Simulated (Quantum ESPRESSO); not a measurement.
## Core-hole calculation of the O K edge in TaAgO3 (R3c)

Aim: the near-edge shape at the O K edge of TaAgO3 (R3c), and what the core hole does to it.

Method: X-ray absorption near-edge structure, plane-wave PAW LDA, one-electron final states by a Lanczos continued fraction, without spin-orbit coupling, in Quantum ESPRESSO 7.5.

## (1) The starting structure

It takes space group R3c (No. 161, trigonal). Conventional cell: a = 5.528 Å, b = 5.528 Å, c = 13.716 Å, α = 90.00°, β = 90.00°, γ = 120.00°. Ta has 6 O at 1.94 to 2.03 Å nearest. Ag has 3 O at 2.46 Å nearest. O has 2 Ta at 1.94 to 2.03 Å and 1 Ag at 2.46 Å nearest. Farther neighbours and most contacts between anions are not listed.

As a file:

```cif
data_structure
_symmetry_space_group_name_H-M 'P 1'
_symmetry_Int_Tables_number 1
_cell_length_a 5.5758
_cell_length_b 5.5758
_cell_length_c 5.5758
_cell_angle_alpha 59.435
_cell_angle_beta 59.435
_cell_angle_gamma 59.435
_cell_volume 121.00
loop_
_atom_site_label
_atom_site_type_symbol
_atom_site_fract_x
_atom_site_fract_y
_atom_site_fract_z
_atom_site_occupancy
Ta1 Ta 0.50000 0.50000 0.50000 1
Ta2 Ta 0.00000 0.00000 0.00000 1
Ag3 Ag 0.25080 0.25080 0.25080 1
Ag4 Ag 0.75080 0.75080 0.75080 1
O5 O 0.25870 0.68920 0.79910 1
O6 O 0.68920 0.79910 0.25870 1
O7 O 0.79910 0.25870 0.68920 1
O8 O 0.75870 0.29910 0.18920 1
O9 O 0.18920 0.75870 0.29910 1
O10 O 0.29910 0.18920 0.75870 1
```

## (2) Ground state of the crystal

A plain self-consistent run shows whether there is a gap, which decides the set-up of the core-hole run.

The PAW data sets are made with ld1.x, with reconstruction data.

Contents of scf.in:

```
&control
   calculation='scf', prefix='x', pseudo_dir='../pp', outdir='tmp', tprnfor=.true.
/
&system
   ibrav=0, nat=10, ntyp=4, nbnd=52
   ecutwfc=50, ecutrho=360
   occupations='smearing', smearing='mv', degauss=0.015
/
&electrons
   conv_thr=1.0e-07, electron_maxstep=120
   mixing_beta=0.5
/
ATOMIC_SPECIES
Ta 1.0 Ta.lda-spn-kjpaw.UPF
Ag 1.0 Ag.lda-n-kjpaw.UPF
O3 1.0 O.lda-n-kjpaw.UPF
O 1.0 O.lda-n-kjpaw.UPF
CELL_PARAMETERS angstrom
  2.76405000 1.59582501 4.57196667
  -2.76405000 1.59582501 4.57196667
  0.00000000 -3.19165002 4.57196667
ATOMIC_POSITIONS crystal
Ta   0.50000000 0.50000000 0.50000000
Ta   0.00000000 0.00000000 0.00000000
Ag   0.25080000 0.25080000 0.25080000
Ag   0.75080000 0.75080000 0.75080000
O3   0.25870000 0.68920000 0.79910000
O    0.68920000 0.79910000 0.25870000
O    0.79910000 0.25870000 0.68920000
O    0.75870000 0.29910000 0.18920000
O    0.18920000 0.75870000 0.29910000
O    0.29910000 0.18920000 0.75870000
K_POINTS automatic
6 6 6 0 0 0
```

On the command line:

```bash
OMP_NUM_THREADS=1 mpirun --oversubscribe --bind-to none -np 4 pw.x -nk 4 -in scf.in > scf.out
```

The log of the run:

```text
     [... banner and references ...]
G-vector sticks info
     --------------------

     Using Slab Decomposition

     bravais-lattice index     =            0
     lattice parameter (alat)  =      10.5367  a.u.
     unit-cell volume          =     816.5487 (a.u.)^3
     number of atoms/cell      =           10
     number of atomic types    =            4
     number of electrons       =        84.00
     number of Kohn-Sham states=           52
     kinetic-energy cutoff     =      50.0000  Ry
     charge density cutoff     =     360.0000  Ry
     scf convergence threshold =      1.0E-07
     mixing beta               =       0.5000
     number of iterations used =            8  plain     mixing
     Exchange-correlation= SLA  PZ   NOGX NOGC
                           (   1   1   0   0   0   0   0)

     celldm(1)=  10.536729  celldm(2)=   0.000000  celldm(3)=   0.000000
     celldm(4)=   0.000000  celldm(5)=   0.000000  celldm(6)=   0.000000

     crystal axes: (cart. coord. in units of alat)
               a(1) = (   0.495723   0.286206   0.819967 )
               a(2) = (  -0.495723   0.286206   0.819967 )
               a(3) = (   0.000000  -0.572411   0.819967 )

     reciprocal axes: (cart. coord. in units 2 pi/alat)
               b(1) = (  1.008628  0.582332  0.406521 )
               b(2) = ( -1.008628  0.582332  0.406521 )
               b(3) = ( -0.000000 -1.164663  0.406521 )

     PseudoPot. #1 for Ta:     Pseudo is Projector augmented-wave + core cor, Zval = 13.0

     PseudoPot. #2 for Ag:     Pseudo is Projector augmented-wave + core cor, Zval = 11.0

     ../pp/O.lda-n-kjpaw.UPF
     Pseudo is Projector augmented-wave + core cor, Zval =  6.0
     Shape of augmentation charge: PSQ
     Using radial grid of 1095 points,  4 beta functions with:
                l(1) =   0
                l(2) =   0
                l(3) =   1
                l(4) =   1
     Q(r) pseudized with 0 coefficients

     ../pp/O.lda-n-kjpaw.UPF
     Pseudo is Projector augmented-wave + core cor, Zval =  6.0
     Shape of augmentation charge: PSQ
     Using radial grid of 1095 points,  4 beta functions with:
                l(1) =   0
                l(2) =   0
                l(3) =   1
                l(4) =   1
     Q(r) pseudized with 0 coefficients

     atomic species   valence    mass     pseudopotential
     Ta               13.00     1.00000     Ta( 1.00)
     Ag               11.00     1.00000     Ag( 1.00)
     O3                6.00     1.00000     O ( 1.00)
     O                 6.00     1.00000     O ( 1.00)

     No symmetry found

   Cartesian axes

     site n.     atom                  positions (alat units)
         1        Ta     tau(   1) = (   0.0000000   0.0000000   1.2299498  )
         2        Ta     tau(   2) = (   0.0000000   0.0000000   0.0000000  )
         3        Ag     tau(   3) = (   0.0000000  -0.0000000   0.6169428  )
         4        Ag     tau(   4) = (   0.0000000   0.0000000   1.8468926  )
         5        O3     tau(   5) = (  -0.2134087  -0.1861196   1.4324815  )
         6        O      tau(   6) = (  -0.0544799   0.2778771   1.4324815  )
         7        O      tau(   7) = (   0.2678886  -0.0917576   1.4324815  )
         8        O      tau(   8) = (   0.2278342   0.1944482   1.0224983  )
         9        O      tau(   9) = (  -0.2823142   0.1000861   1.0224983  )
        10        O      tau(  10) = (   0.0544799  -0.2945343   1.0224983  )

     number of k points=   112  Marzari-Vanderbilt smearing, width (Ry)=  0.0150

     Number of k-points >= 100: set verbosity='high' to print them.

     Dense  grid:    94247 G-vectors     FFT dimensions: (  64,  64,  64)

     Smooth grid:    39009 G-vectors     FFT dimensions: (  48,  48,  48)

     Initial potential from superposition of free atoms

     starting charge      83.9981, renormalised to      84.0000
     Starting wfcs are   62 randomized atomic wfcs
     Checking if some PAW data can be deallocated...

     per-process dynamical memory:   186.7 Mb

     Self-consistent Calculation

     iteration #  1     ecut=    50.00 Ry     beta= 0.50
     Davidson diagonalization with overlap
     ethr =  1.00E-02,  avg # of iterations =  2.0

     total energy              =   -2352.07105277 Ry
     estimated scf accuracy    <       3.25685006 Ry

     iteration #  2     ecut=    50.00 Ry     beta= 0.50
     Davidson diagonalization with overlap
     ethr =  3.88E-03,  avg # of iterations =  4.7

     total energy              =   -2353.01866016 Ry
     estimated scf accuracy    <       2.27379988 Ry

     iteration #  3     ecut=    50.00 Ry     beta= 0.50
     Davidson diagonalization with overlap
     ethr =  2.71E-03,  avg # of iterations =  1.1

     total energy              =   -2353.45484774 Ry
     estimated scf accuracy    <       0.04357570 Ry

     iteration #  4     ecut=    50.00 Ry     beta= 0.50
     Davidson diagonalization with overlap
     c_bands:  1 eigenvalues not converged
     c_bands:  1 eigenvalues not converged
     ethr =  5.19E-05,  avg # of iterations = 11.2

     total energy              =   -2353.50296894 Ry
     estimated scf accuracy    <       0.02540465 Ry

     iteration #  5     ecut=    50.00 Ry     beta= 0.50
     Davidson diagonalization with overlap
     ethr =  3.02E-05,  avg # of iterations =  6.3

     total energy              =   -2353.50952648 Ry
     estimated scf accuracy    <       0.00400099 Ry

[...]
total energy              =   -2353.50945244 Ry
[...]
iteration # 11     ecut=    50.00 Ry     beta= 0.50
     Davidson diagonalization with overlap
     ethr =  8.90E-09,  avg # of iterations =  5.3

     total energy              =   -2353.50945544 Ry
     estimated scf accuracy    <       0.00000024 Ry

     iteration # 12     ecut=    50.00 Ry     beta= 0.50
     Davidson diagonalization with overlap
     ethr =  2.84E-10,  avg # of iterations =  5.4

     total energy              =   -2353.50945541 Ry
     estimated scf accuracy    <       0.00000031 Ry

     iteration # 13     ecut=    50.00 Ry     beta= 0.50
     Davidson diagonalization with overlap
     ethr =  2.84E-10,  avg # of iterations =  4.9

     End of self-consistent calculation

     Number of k-points >= 100: set verbosity='high' to print the bands.

     the Fermi energy is    10.8475 ev

!    total energy              =   -2353.50945547 Ry
     total all-electron energy =    -84526.379149 Ry
     estimated scf accuracy    <       0.00000007 Ry
     smearing contrib. (-TS)   =       0.00000000 Ry
     internal energy E=F+TS    =   -2353.50945547 Ry

     The total energy is F=E-TS. E is the sum of the following terms:
     one-electron contribution =     -92.40172475 Ry
     hartree contribution      =     115.87351782 Ry
     xc contribution           =    -169.12662600 Ry
     ewald contribution        =    -476.33605459 Ry
     one-center paw contrib.   =   -1731.51856796 Ry

     convergence has been achieved in  13 iterations

     Forces acting on atoms (cartesian axes, Ry/au):

     atom    1 type  1   force =    -0.00000251   -0.00001177   -0.00682248
     atom    2 type  1   force =     0.00000431    0.00001023   -0.00686472
     atom    3 type  2   force =     0.00000059   -0.00000016    0.00052974
     atom    4 type  2   force =     0.00000027   -0.00000008    0.00052953
     atom    5 type  3   force =    -0.02006738   -0.01756451    0.00210455
     atom    6 type  4   force =    -0.00517853    0.02616076    0.00210370
     atom    7 type  4   force =     0.02524620   -0.00859575    0.00210350
     atom    8 type  4   force =    -0.02524793   -0.00859337    0.00210523
     atom    9 type  4   force =     0.02006662   -0.01756696    0.00210514
     atom   10 type  4   force =     0.00517835    0.02616159    0.00210581

     Total force =     0.066244     Total SCF correction =     0.000216

     XML data file, charge density, pseudopotentials, collected wavefunctions

=------------------------------------------------------------------------------=
   JOB DONE.
=------------------------------------------------------------------------------=
```

The job ended after 2.2 min (4 MPI ranks of AMD EPYC 9R14 (Zen 4), shared host; peak memory 0.31 GiB; 8.8 min of CPU time).

Absorbing atoms carry a label of their own (element plus a letter or digit), as the spectrum program needs them as separate species.

The mesh shows a gap of 1.95 eV, so the hole is first treated in a charged cell, without the excited electron.

## (3) Spectrum without a core hole, O atom 5

Without a hole the spectrum is the empty density of states of the right symmetry on the absorber, weighted by matrix elements. It needs only the small cell and serves as the baseline.

The absorber has 1 Ta at 1.94 Å and 1 Ta at 2.03 Å (bent, 162°, site symmetry 1).

Contents of xspectra.in:

```
&input_xspectra
   calculation='xanes_dipole', edge='K'
   prefix='x', outdir='tmp', xiabs=3, xe0=10.8769
   xonly_plot=.false., x_save_file='xanes.sav'
   xniter=3000, xcheck_conv=20, xerror=0.005
   xcoordcrys=.false., xepsilon(1)=1, xepsilon(2)=0, xepsilon(3)=0
/
&plot
   xnepoint=413, xemin=-10, xemax=45, terminator=.true., cut_occ_states=.true.
   xgamma=0.4
/
&pseudos
   filecore='../O.wfc'
/
&cut_occ
   cut_desmooth=0.1, cut_stepl=0.05, cut_stepu=0.05, cut_ierror=1e-5
/
5 5 5 0 0 0
```

On the command line:

```bash
OMP_NUM_THREADS=1 mpirun --oversubscribe --bind-to none -np 4 xspectra.x -nk 4 -in xspectra.in > xspectra.out
```

The log of the run:

```text
     [... banner and references ...]
Reading input_file

     calculation: xanes_dipole

     xepsilon  [cartesian coordinates]:   1.000000   0.000000   0.000000

     xonly_plot: FALSE
        => complete calculation: Lanczos + spectrum plot

     filecore (core-wavefunction file): ../O.wfc

     main plot parameters:
        cut_occ_states: TRUE
        gamma_mode:  constant
        -> using xgamma [eV]:  0.40
        xemin [eV]: -10.00
        xemax [eV]:  45.00
        xnepoint:  413
        xe0 [eV]:  10.876900 (energy zero read in input file)

[...]
Results of STEP 1 successfully written in x_save_file
     x_save_file name:
     ->  xanes.sav
     x_save_file version:  2

     ... End STEP 1 ...

     ... Begin STEP 2 ...

     The spectrum is calculated using the following parameters:
        xe0 [eV]:   10.8769
        the occupied states are elimintate from the spectrum
        xemin [eV]: -10.00
        xemax [eV]:  45.00
        xnepoint:  413
        constant broadening parameter [eV]:    0.400
        Core level energy [eV]:  -543.1
         (from electron binding energy of neutral atoms in X-ray data booklet)

     Cross-section successfully written in xanes.dat

     ... End STEP 2 ...

                                END JOB XSpectra
```

It took 2.2 min on 4 MPI ranks; peak memory 0.16 GiB; 8.6 min of CPU time.

The O K spectrum, O atom 5, no core hole (energy from the lowest empty level; intensity scaled to a mean of 1 over the first 20 eV; the points at xe0, where the cut of filled states can leave a spike, are interpolated; polarised curves are means over the symmetry-equivalent atoms):

| E (eV) | isotropic | ε ⊥ c | ε ∥ c |
| --- | --- | --- | --- |
| -2.0 | 0.05 | 0.05 | 0.05 |
| -1.0 | 0.09 | 0.09 | 0.09 |
| 0.0 | 0.20 | 0.20 | 0.20 |
| 1.0 | 0.65 | 0.65 | 0.66 |
| 2.0 | 1.44 | 1.44 | 1.44 |
| 3.0 | 1.79 | 1.82 | 1.72 |
| 4.0 | 0.91 | 0.90 | 0.93 |
| 5.0 | 0.53 | 0.56 | 0.48 |
| 6.0 | 0.92 | 0.91 | 0.94 |
| 7.0 | 1.27 | 1.25 | 1.32 |
| 8.0 | 1.51 | 1.57 | 1.41 |
| 9.0 | 1.56 | 1.58 | 1.53 |
| 10.0 | 1.01 | 1.02 | 0.99 |
| 11.0 | 0.63 | 0.64 | 0.62 |
| 12.0 | 1.66 | 1.66 | 1.66 |
| 13.0 | 1.42 | 1.41 | 1.44 |
| 14.0 | 1.09 | 1.15 | 0.97 |
| 15.0 | 0.60 | 0.62 | 0.57 |
| 16.0 | 0.61 | 0.62 | 0.58 |
| 17.0 | 0.57 | 0.57 | 0.56 |
| 18.0 | 0.54 | 0.56 | 0.49 |
| 19.0 | 0.62 | 0.62 | 0.61 |
| 20.0 | 0.65 | 0.63 | 0.71 |
| 21.0 | 0.90 | 0.74 | 1.23 |
| 22.0 | 0.69 | 0.62 | 0.83 |
| 23.0 | 0.59 | 0.57 | 0.64 |
| 24.0 | 0.53 | 0.52 | 0.54 |
| 25.0 | 0.44 | 0.44 | 0.43 |
| 26.0 | 0.52 | 0.54 | 0.47 |
| 27.0 | 0.57 | 0.60 | 0.51 |
| 28.0 | 0.46 | 0.49 | 0.40 |
| 29.0 | 0.50 | 0.52 | 0.45 |
| 30.0 | 0.54 | 0.57 | 0.48 |
| 31.0 | 0.51 | 0.54 | 0.45 |
| 32.0 | 0.67 | 0.72 | 0.59 |

Main maxima below 24 eV (height): 2.5 eV (1.86), 3.3 eV (1.91), 8.5 eV (1.83), 12.1 eV (1.68) and 20.9 eV (0.91). A K edge sees empty p states; the first features are O p mixed into the empty d states of the Ta neighbours, and the broad ones above probably into the cations' higher empty bands.

## (4) Another broadening

The final state's lifetime shortens with energy, so measured features broaden above the edge; the saved Lanczos coefficients are redrawn with a width that grows.

Contents of xspectra_plot.in:

```
&input_xspectra
   calculation='xanes_dipole', edge='K'
   prefix='x', outdir='tmp', xiabs=3, xe0=10.8769
   xonly_plot=.true., x_save_file='xanes.sav'
   xniter=3000, xcheck_conv=20, xerror=0.005
   xcoordcrys=.false., xepsilon(1)=1, xepsilon(2)=0, xepsilon(3)=0
/
&plot
   xnepoint=413, xemin=-10, xemax=45, terminator=.true., cut_occ_states=.true.
   gamma_mode='variable', gamma_energy(1)=4, gamma_energy(2)=25, gamma_value(1)=0.3, gamma_value(2)=2.5
/
&pseudos
   filecore='../O.wfc'
/
&cut_occ
   cut_desmooth=0.1, cut_stepl=0.05, cut_stepu=0.05, cut_ierror=1e-5
/
5 5 5 0 0 0
```

On the command line:

```bash
OMP_NUM_THREADS=1 xspectra.x -in xspectra_plot.in > xspectra_plot.out
```

The log of the run:

```text
     [... banner and references ...]
Reading input_file
     -------------------------------------------------------------------------

     calculation: xanes_dipole

     xonly_plot: TRUE
        => only the spectrum plot

     main plot parameters:
        cut_occ_states: TRUE
        gamma_mode:  variable
        -> first, constant up to point ( 4.00, 0.30) [eV]
        -> then, linear up to point (25.00, 2.50) [eV]
        -> finally, constant up to xemax
        xemin [eV]: -10.00
        xemax [eV]:  45.00
        xnepoint:  413
[...]
xemin [eV]: -10.00
        xemax [eV]:  45.00
        xnepoint:  413
        energy-dependent broadening parameter:
         -> first, constant up to point ( 4.00, 0.30) [eV]
         -> then, linear up to point (25.00, 2.50) [eV]
         -> finally, constant up to xemax
        Core level energy [eV]:  -543.1
         (from electron binding energy of neutral atoms in X-ray data booklet)

     Cross-section successfully written in xanes.dat

     -------------------------------------------------------------------------
                                END JOB XSpectra
     -------------------------------------------------------------------------
[key lines of the parts left out:]
Fermi level [eV]:   9.9043
```

Run time: 5.9 s. Hardware: 1 MPI rank; peak memory 0.05 GiB.

With a Lorentzian half width 0.3 eV up to 4 eV, rising linearly to 2.5 eV at 25 eV (counted from xe0, 1.0 eV below the zero used here), the maxima are 2.5 eV (2.03), 3.3 eV (2.07), 8.4 eV (1.48) and 12.4 eV (1.20).

## (5) Cell without a hole, the energy reference

The photon energy needs a difference of total energies, so the cell and mesh of the coming hole run are first run without a hole.

Contents of scf.in:

```
&control
   calculation='scf', prefix='x', pseudo_dir='../pp', outdir='tmp', tprnfor=.true.
/
&system
   ibrav=0, nat=10, ntyp=3, nbnd=46
   ecutwfc=50, ecutrho=360
   occupations='fixed'
/
&electrons
   conv_thr=1.0e-07, electron_maxstep=120
   mixing_beta=0.5
/
ATOMIC_SPECIES
Ta 1.0 Ta.lda-spn-kjpaw.UPF
Ag 1.0 Ag.lda-n-kjpaw.UPF
O 1.0 O.lda-n-kjpaw.UPF
CELL_PARAMETERS angstrom
  5.52810000 0.00000000 0.00000000
  -2.76405000 -4.78747503 0.00000000
  0.00000000 3.19165002 -4.57196667
ATOMIC_POSITIONS crystal
Ta   0.50000000 0.00000000 0.50000000
Ta   0.00000000 0.00000000 0.00000000
Ag   0.74920000 0.49840000 0.24760000
Ag   0.24920000 0.49840000 0.74760000
O    0.31080000 0.05210000 0.25300000
O    0.20090000 0.51170000 0.25300000
O    0.74130000 0.94220000 0.25300000
O    0.70090000 0.94220000 0.75300000
O    0.24130000 0.05210000 0.75300000
O    0.81080000 0.51170000 0.75300000
K_POINTS automatic
5 5 5 0 0 0
```

On the command line:

```bash
OMP_NUM_THREADS=1 mpirun --oversubscribe --bind-to none -np 4 pw.x -nk 4 -in scf.in > scf.out
```

The log of the run:

```text
     [... banner and references ...]
[banner, memory and clock lines left out]
using ibrav=0 with symmetry is DISCOURAGED, use correct ibrav instead

     G-vector sticks info

     bravais-lattice index     =            0
     lattice parameter (alat)  =      10.4466  a.u.
     unit-cell volume          =     816.5487 (a.u.)^3
     number of atoms/cell      =           10
     number of atomic types    =            3
     number of electrons       =        84.00
[...]
Forces acting on atoms (cartesian axes, Ry/au):

     atom    1 type  1   force =     0.00000000   -0.00000000   -0.00678367
     atom    2 type  1   force =     0.00000000   -0.00000000   -0.00678367
     atom    3 type  2   force =     0.00000000    0.00000000    0.00051957
[...]
atom    9 type  3   force =     0.02003321   -0.01753506    0.00208803
     atom   10 type  3   force =     0.00516920    0.02611680    0.00208803

     Total force =     0.066118     Total SCF correction =     0.000072

     XML data file, charge density, pseudopotentials, collected wavefunctions
[key lines of the parts left out:]
!    total energy              =   -2353.50941952 Ry
convergence has been achieved in  12 iterations
```

Elapsed: 29 s, on 4 MPI ranks; peak memory 0.21 GiB; 1.9 min of CPU time.

Reference energy: -1150039.975 eV with the cores included.

(Continued in part 2 of 4.)

[Banner, clock and machine lines of the logs are left out without a mark of their own.]

[Logs are printed without paths, hosts, clocks, repeated set-up lines and the standing remarks that a program may print on its own settings, such as how far it seeks lower states.]

[Hosts, paths, dates, database ids (printed as entryN), source tags and the programs' standing remarks are cut or masked in the printed files.]

[Lists of maxima count a maximum above −3 eV only where it reaches 4 % of the highest in the window and stands out from its surroundings by 2 % of it (1.5 % where it reaches 55 %); shoulders and weaker maxima are passed over, and of the rest the first, up to two pre-edge ones and the few strongest are named.]
